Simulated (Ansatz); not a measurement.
# Sr2Ir (Fm-3m): relaxing the cell for a phonon run

Task: relax Sr2Ir (Fm-3m) tightly.

Calculated with Ansatz 0.2.0; DFT PBEsol, scalar-relativistic, plane waves, PAW; PAW set soft_1.

**1. Starting point**

The structure is cubic, space group Fm-3m (No. 225). The conventional cell has a = 7.224 Å, b = 7.224 Å, c = 7.224 Å, α = 90.00°, β = 90.00°, γ = 90.00°. Nearest to Sr lie 4 Ir at 3.13 Å. Ir has 8 Sr at 3.13 Å nearest. Farther neighbours are not listed.

As a file:

```cif
data_structure
_symmetry_space_group_name_H-M 'P 1'
_symmetry_Int_Tables_number 1
_cell_length_a 5.1085
_cell_length_b 5.1085
_cell_length_c 5.1085
_cell_angle_alpha 60.000
_cell_angle_beta 60.000
_cell_angle_gamma 60.000
_cell_volume 94.27
loop_
_atom_site_label
_atom_site_type_symbol
_atom_site_fract_x
_atom_site_fract_y
_atom_site_fract_z
_atom_site_occupancy
Sr1 Sr 0.75000 0.75000 0.75000 1
Sr2 Sr 0.25000 0.25000 0.25000 1
Ir3 Ir 0.00000 0.00000 0.00000 1
```

**2. Probe on a coarse mesh**

First a cheap look: the gap decides the mesh and the occupations, the pressure tells how far the cell has to move.

input.yaml

```yaml
crystal:
  lattice:
    - [0.0, 3.61222778, 3.61222778]
    - [3.61222778, 0.0, 3.61222778]
    - [3.61222778, 3.61222778, 0.0]
  atoms:
    - { symbol: Sr, position: [0.75, 0.75, 0.75] }
    - { symbol: Sr, position: [0.25, 0.25, 0.25] }
    - { symbol: Ir, position: [0.0, 0.0, 0.0] }
kpoints:
  mp_grid: { grid: [4, 4, 4] }
hamiltonian:
  xc: pbesol
  pseudopotentials: { kind: paw, azcp: { folder: soft_1 }, xc_functional: pbe }
scf:
  occupations: { method: gaussian, width: 0.1 }
output:
  forces: true
  stress: true
  eigenvalues: true
```

Command:

```
ansatz run input.yaml --threads 4 --pin off --max-ram 10240MiB --backend cpu --events-out ev --progress --plain --runs-dir out
```

Numbers of over 12 decimals in the logs are rounded to 6 here.

Log:

```text
Engine: ansatz 0.2.0, aarch64-unknown-linux-gnu
Pseudopotentials: kind: paw
Pseudopotential: Sr, paw, valence charge 10, recommended cutoff 420 eV (normal), soft_1/Sr.paw.azcp
Pseudopotential: Ir, paw, valence charge 17, recommended cutoff 420 eV (normal), soft_1/Ir.paw.azcp
Functional definition: PBEsol
  exchange = pbesol_x
  correlation = pbesol_c
Crystal: 3 atoms, lattice volume = 94.266 Å³
[...]
--- Band table (eV; the first three rows and the last of 8) ---
  k-point 0: bands = [... 15 lower, 8.1209, 8.1209, 8.1209, 9.7951, 9.7951, 9.7951, 12.3502, 12.3502]
  k-point 1: bands = [... 15 lower, 7.8723, 8.0332, 8.0332, 9.1489, 10.3135, 10.3135, 12.4448, 12.4448]
  k-point 2: bands = [... 15 lower, 7.7918, 7.9583, 7.9583, 8.3785, 10.9899, 10.9899, 12.6923, 13.0474]
  k-point 7: bands = [... 15 lower, 7.4964, 7.9576, 8.0497, 9.8362, 9.8362, 10.8208, 12.0836, 12.2977]
[key lines of the parts left out:]
SCF converged after 7 iterations
Free energy (F): -18784.956880 eV
Fermi energy:    9.081205 eV
P = ⅓ Tr σ = -1.7253 GPa (-17.253 kbar)
```

It took 1.2 s on 4 threads of Arm Neoverse V1, shared host; peak memory 0.34 GiB; 2.3 s of CPU time.

Numbers from this step:

| Item | Value |
| --- | --- |
| pressure | -1.725 GPa |
| volume per atom | 31.42 Å³ |
| gap on the k-mesh | 0 eV |

The coarse mesh shows no gap and a pressure of -1.7 GPa.

**3. Bringing the structure to rest**

The cell and atoms are relaxed, since residual forces and stress would shift the frequencies.

Edit input.yaml of step 2 so:

```diff
@@ -10,3 +10,3 @@
 kpoints:
-  mp_grid: { grid: [4, 4, 4] }
+  mp_grid: { grid: [10, 10, 10] }
 hamiltonian:
@@ -20 +20,6 @@
   eigenvalues: true
+relax:
+  adjacent_minimum: "off"
+  f_tol: 0.005
+  max_steps: 80
+  cell: { stress_tol: 0.05 }
```

Log:

```text
[...]
Crystal: 3 atoms, lattice volume = 94.266 Å³
Basis set: ecut = 420 eV, 1837 PW (Γ), exchange–correlation on 72×72×72 points (8 copies of the dense FFT grid, shifted against one another)
Bands: 23, of which v1, the nominal top of the filled ones, is band 19 counted from 1 (18 counted from 0)
Symmetry: 48 space group operations
[...]
k-points: 47 of 1000
[...]
SCF iter   1: F=—  HF=-18786.473714 eV  |F-HF|=—  |Δ(HF+E_count)|=         —  Δρ=7.71e-2  dr2=1.06e1  ethr=3.10e-3  ⟨swp⟩=8.6  Hψ=6449  notcnv=0
[...]
SCF iter   9: F=-18784.952448 eV  HF=-18784.952448 eV  |F-HF|=2.30e-8  |Δ(HF+E_count)|=   1.13e-7  Δρ=3.88e-6  dr2=3.24e-8  ethr=2.70e-10  ⟨swp⟩=6.3  Hψ=5722  notcnv=0
SCF 1 converged in 9 iterations: F = -18784.952448 eV  dr2 = 3.24e-8
[...]
relax step   1: F+E_penalty+E_count = -18784.95244755 eV  Δ(F+E_penalty+E_count) = +0.000e0 eV  max|allowed force component| = 6.168e-18 eV/Å  Δτ_max = 0.0000 Å  P = -1.591 GPa  Ω = 94.266 Å³  (9 SCF iters, dr2 threshold 1.00e-7 eV, accepted)
Crystal: 3 atoms, lattice volume = 90.117 Å³
Basis set: ecut = 420 eV, 1807 PW (Γ), exchange–correlation on 72×72×72 points (8 copies of the dense FFT grid, shifted against one another)
[...]
iter 1 solved again at ethr=3.31e-5 eV; its pass at ethr=3.10e-3 eV (dr2=1.22e-2 eV) is discarded
[...]
SCF iter   7: F=-18784.971833 eV  HF=-18784.971833 eV  |F-HF|=4.46e-9  |Δ(HF+E_count)|=   8.44e-8  Δρ=3.68e-6  dr2=1.44e-8  ethr=8.11e-10  ⟨swp⟩=6.3  Hψ=4743  notcnv=0
SCF 2 converged in 7 iterations: F = -18784.971833 eV  dr2 = 1.44e-8
relax step   2: F+E_penalty+E_count = -18784.97183279 eV  Δ(F+E_penalty+E_count) = -1.939e-2 eV  max|allowed force component| = 1.511e-16 eV/Å  Δτ_max = 0.0000 Å  P = +0.183 GPa  Ω = 90.117 Å³  energy of the carried Pulay correction = +2.557e-4 eV  (7 SCF iters, dr2 threshold 3.00e-7 eV, accepted)
Crystal: 3 atoms, lattice volume = 90.527 Å³
[...]
SCF iter   1: F=—  HF=-18784.972044 eV  |F-HF|=—  |Δ(HF+E_count)|=         —  Δρ=3.06e-4  dr2=1.28e-4  ethr=1.86e-7  ⟨swp⟩=3.1  Hψ=6894  notcnv=0
eigensolver tolerance schedule calibrated: the retry pair's looser diagonalisation under-reported the residual by θ = 0.46 (0.11/decade); ethr = c·dr2/N_el runs at the constant in force after the calibration composes with the one it found (an armed cap, an earlier calibration), c = 8.3e-2
[...]
SCF iter   2: F=—  HF=-18784.972027 eV  |F-HF|=—  |Δ(HF+E_count)|=   1.69e-5  Δρ=1.13e-4  dr2=2.42e-5  ethr=1.86e-7  ⟨swp⟩=2.0  Hψ=1389  notcnv=0
[...]
SCF iter   5: F=-18784.972025 eV  HF=-18784.972025 eV  |F-HF|=4.30e-9  |Δ(HF+E_count)|=   1.23e-7  Δρ=4.29e-6  dr2=1.97e-8  ethr=1.87e-10  ⟨swp⟩=3.3  Hψ=4741  notcnv=0
SCF 3 converged in 5 iterations: F = -18784.972025 eV  dr2 = 1.97e-8
relax step   3: F+E_penalty+E_count = -18784.97202464 eV  Δ(F+E_penalty+E_count) = -1.918e-4 eV  max|allowed force component| = 1.234e-16 eV/Å  Δτ_max = 0.0000 Å  P = -0.012 GPa  Ω = 90.527 Å³  energy of the carried Pulay correction = +2.300e-4 eV  (5 SCF iters, dr2 threshold 8.33e-8 eV, accepted)
[...]
SCF iter   1: F=—  HF=-18784.971781 eV  |F-HF|=—  |Δ(HF+E_count)|=         —  Δρ=3.78e-5  dr2=2.32e-7  ethr=2.12e-6  ⟨swp⟩=3.2  Hψ=9286  notcnv=0
eigensolver tolerance schedule: the retry pair's looser diagonalisation over-reported the residual by 3375.16 of it (diagonalisation noise at an unbounded share of the residual, at the tolerance the schedule requests for it); recorded, not acted on — ethr = c·dr2/N_el stays at c = 1.0e-1
SCF iter   2: F=—  HF=-18784.971778 eV  |F-HF|=—  |Δ(HF+E_count)|=   2.82e-6  Δρ=1.99e-5  dr2=7.02e-8  ethr=6.27e-10  ⟨swp⟩=3.0  Hψ=2442  notcnv=0
[...]
SCF iter   7: F=-18784.971778 eV  HF=-18784.971778 eV  |F-HF|=1.46e-11  |Δ(HF+E_count)|=  7.28e-12  Δρ=7.68e-8  dr2=1.16e-11  ethr=1.00e-12  ⟨swp⟩=7.4  Hψ=5586  notcnv=0
SCF 4 converged in 7 iterations: F = -18784.971778 eV  dr2 = 1.16e-11
relax step   4: F+E_penalty+E_count = -18784.97177840 eV  Δ(F+E_penalty+E_count) = +2.462e-4 eV  max|allowed force component| = 1.187e-16 eV/Å  Δτ_max = 0.0000 Å  P = -0.011 GPa  Ω = 90.527 Å³  stress off target by 1.08e-2 GPa  SCF on the basis re-selected at this cell (its energy is not comparable with the rows above)  (7 SCF iters)
basis re-selected at this cell: Δ(F+E_penalty+E_count) = +2.462e-4 eV, ΔP = +0.001 GPa vs the last step (what re-selecting the basis moved, of the pressure what is left beyond the Pulay correction that the steps carried, after the strain that the cell walked since its last selection, with what the two solves' SCF thresholds leave and, on support functions, any second-order correction that the steps lacked; it is no m [...]
SCF converged after 7 iterations
Free energy (F): -18784.971778 eV
[...]
Internal energy: -18784.955086 eV  (E = F + TS)
E sigma→0 (E₀):  -18784.963432 eV
Entropy (-TS):   -0.016692 eV (-5.564 meV/atom)
Fermi energy:    9.568991 eV
[...]
--- Stress (GPa, compression-positive) ---
       -0.010759       0.000000       0.000000
        0.000000      -0.010759       0.000000
        0.000000      -0.000000      -0.010759
  P = ⅓ Tr σ = -0.0108 GPa (-0.108 kbar)
--- Band table (eV; the first three rows and the last of 47) ---
  k-point 0: bands = [... 15 lower, 8.5608, 8.5608, 8.5608, 10.2260, 10.2260, 10.2260, 12.9046, 12.9046]
  k-point 1: bands = [... 15 lower, 8.4981, 8.5395, 8.5395, 10.0938, 10.3250, 10.3250, 12.9128, 12.9128]
  k-point 2: bands = [... 15 lower, 8.3535, 8.4881, 8.4881, 9.8004, 10.5983, 10.5983, 12.9549, 12.9549]
  k-point 46: bands = [... 15 lower, 7.9632, 8.3590, 8.4692, 9.9165, 10.8817, 11.3821, 12.5111, 12.6683]
--- Relaxed structure (3 steps of the walk, 3 accepted, 1 SCFs on fresh bases) ---
  F+E_penalty+E_count = -18784.97177840 eV   max|allowed force component| = 1.187e-16 eV/Å   (the final SCF, on the basis selected at the relaxed cell)
  cell:  # Å, volume = 90.5267 Å³
    - [0, 3.563819, 3.563819]
    - [3.563819, 0, 3.563819]
    - [3.563819, 3.563819, 0]
  atoms:
    - { symbol: Sr, position: [0.750000, 0.750000, 0.750000] }
    - { symbol: Sr, position: [0.250000, 0.250000, 0.250000] }
    - { symbol: Ir, position: [0, 0, 0] }
```

Elapsed: 7.5 s, on 4 threads; peak memory 0.45 GiB.

Relaxation path:

```tsv
step	energy less that of the first step (eV)	largest force component (eV/Å)	pressure (GPa)	volume (Å³)
1	0.0000	0.0000	-1.59	94.27
2	-0.0194	0.0000	0.18	90.12
3	-0.0196	0.0000	-0.01	90.53
4*	-0.0193	0.0000	-0.01	90.53
```

Relaxation steps marked * repeat the geometry before them on a plane-wave basis chosen anew for their cell, so energy and pressure can jump there.

Forces are held to the 48 operations that the run works with; a distortion that breaks them can't arise in this run.

```tsv
conventional cell, symmetrised	before	after	change
a (Å)	7.224	7.128	-1.3 %
b (Å)	7.224	7.128	-1.3 %
c (Å)	7.224	7.128	-1.3 %
volume (Å³/atom)	31.42	30.18	-4.0 %
```

Final coordinates:

```xyz
3
Lattice="0.0000 3.5638 3.5638 3.5638 0.0000 3.5638 3.5638 3.5638 0.0000" Properties=species:S:1:pos:R:3 pbc="T T T"
Sr    5.3457    5.3457    5.3457
Sr    1.7819    1.7819    1.7819
Ir    0.0000    0.0000    0.0000
```

This step gave:

- pressure: -0.01076 GPa
- volume per atom: 30.18 Å³

In this step the volume went from 31.42 to 30.18 Å³/atom.

**4. Tight relaxation**

Phonons need a cell at rest on their own settings, so the relaxation is repeated with tight tolerances on forces and stress on the k mesh and occupations of the first response run.

input.yaml, the sections that differ from step 3:

```yaml
crystal:
  lattice:
    - [0.0, 3.5638189872, 3.5638189872]
    - [3.5638189872, 0.0, 3.5638189872]
    - [3.5638189872, 3.5638189872, 0.0]
  atoms:
    - { symbol: Sr, position: [0.75, 0.75, 0.75] }
    - { symbol: Sr, position: [0.25, 0.25, 0.25] }
    - { symbol: Ir, position: [0.0, 0.0, 0.0] }
kpoints:
  mp_grid: { grid: [12, 12, 12] }
scf:
  occupations: { method: methfessel_paxton, width: 0.2 }
relax:
  adjacent_minimum: "off"
  f_tol: 0.001
  max_steps: 60
  cell: { stress_tol: 0.01 }
# hamiltonian, output: as in step 3
```

Log:

```text
[...]
Crystal: 3 atoms, lattice volume = 90.527 Å³
Basis set: ecut = 420 eV, 1807 PW (Γ), exchange–correlation on 72×72×72 points (8 copies of the dense FFT grid, shifted against one another)
Bands: 23, of which v1, the nominal top of the filled ones, is band 19 counted from 1 (18 counted from 0)
[... 1 set-up line as in the run before ...]
[...]
k-points: 72 of 1728
[...]
k-point 71: bands = [... 15 lower, 7.9068, 8.3736, 8.4714, 10.4002, 10.4002, 11.3703, 12.6889, 12.8383]
--- Relaxed structure (2 steps of the walk, 2 accepted, 1 SCFs on fresh bases) ---
[...]
cell:  # Å, volume = 90.4084 Å³
    - [0, 3.562265, 3.562265]
    - [3.562265, 0, 3.562265]
    - [3.562265, 3.562265, 0]
  atoms:
    - { symbol: Sr, position: [0.75, 0.75, 0.75] }
    - { symbol: Sr, position: [0.250000, 0.250000, 0.250000] }
    - { symbol: Ir, position: [0, 0, 0] }
[key lines of the parts left out:]
SCF converged after 8 iterations
Free energy (F): -18784.967174 eV
Fermi energy:    9.599002 eV
P = ⅓ Tr σ = 0.0078 GPa (0.078 kbar)
```

The job ended after 8.4 s (4 threads; peak memory 0.47 GiB).

Little changed from the start: no atom moved by 0.005 Å and no cell edge by 0.1 %.

Numbers from this step:

```yaml
pressure: 0.007844 GPa
volume_per_atom: 30.14 Å³
```

The forces vanish by symmetry and the pressure is 0.008 GPa, within the tolerances set. The cell now holds 30.14 Å³/atom.

**5. Results**

| Item | Value |
| --- | --- |
| space group after relaxation (within 0.01 Å) | Fm-3m |
| lattice constant a | 7.125 Å |
| lattice constant b | 7.125 Å |
| lattice constant c | 7.125 Å |
| volume per atom | 30.1 Å³ |

**Reading.** The forces vanish by symmetry and the pressure is 0.008 GPa, within the tolerances set. The cell now holds 30.14 Å³/atom. The relaxation keeps the symmetry of its start, so it says nothing on stability against lower symmetry. The runs are without spin polarisation, although the cell has an odd electron count. Spin-orbit coupling is left out, which can matter for the heavy elements here. The PAW files were made for PBE and serve the other functionals too.

[Logs are printed without paths, hosts, clocks, repeated set-up lines and the standing remarks that a program may print on its own settings, such as how far it seeks lower states.]

[Hosts, paths, dates, database ids (printed as entryN), source tags and the programs' standing remarks are cut or masked in the printed files.]
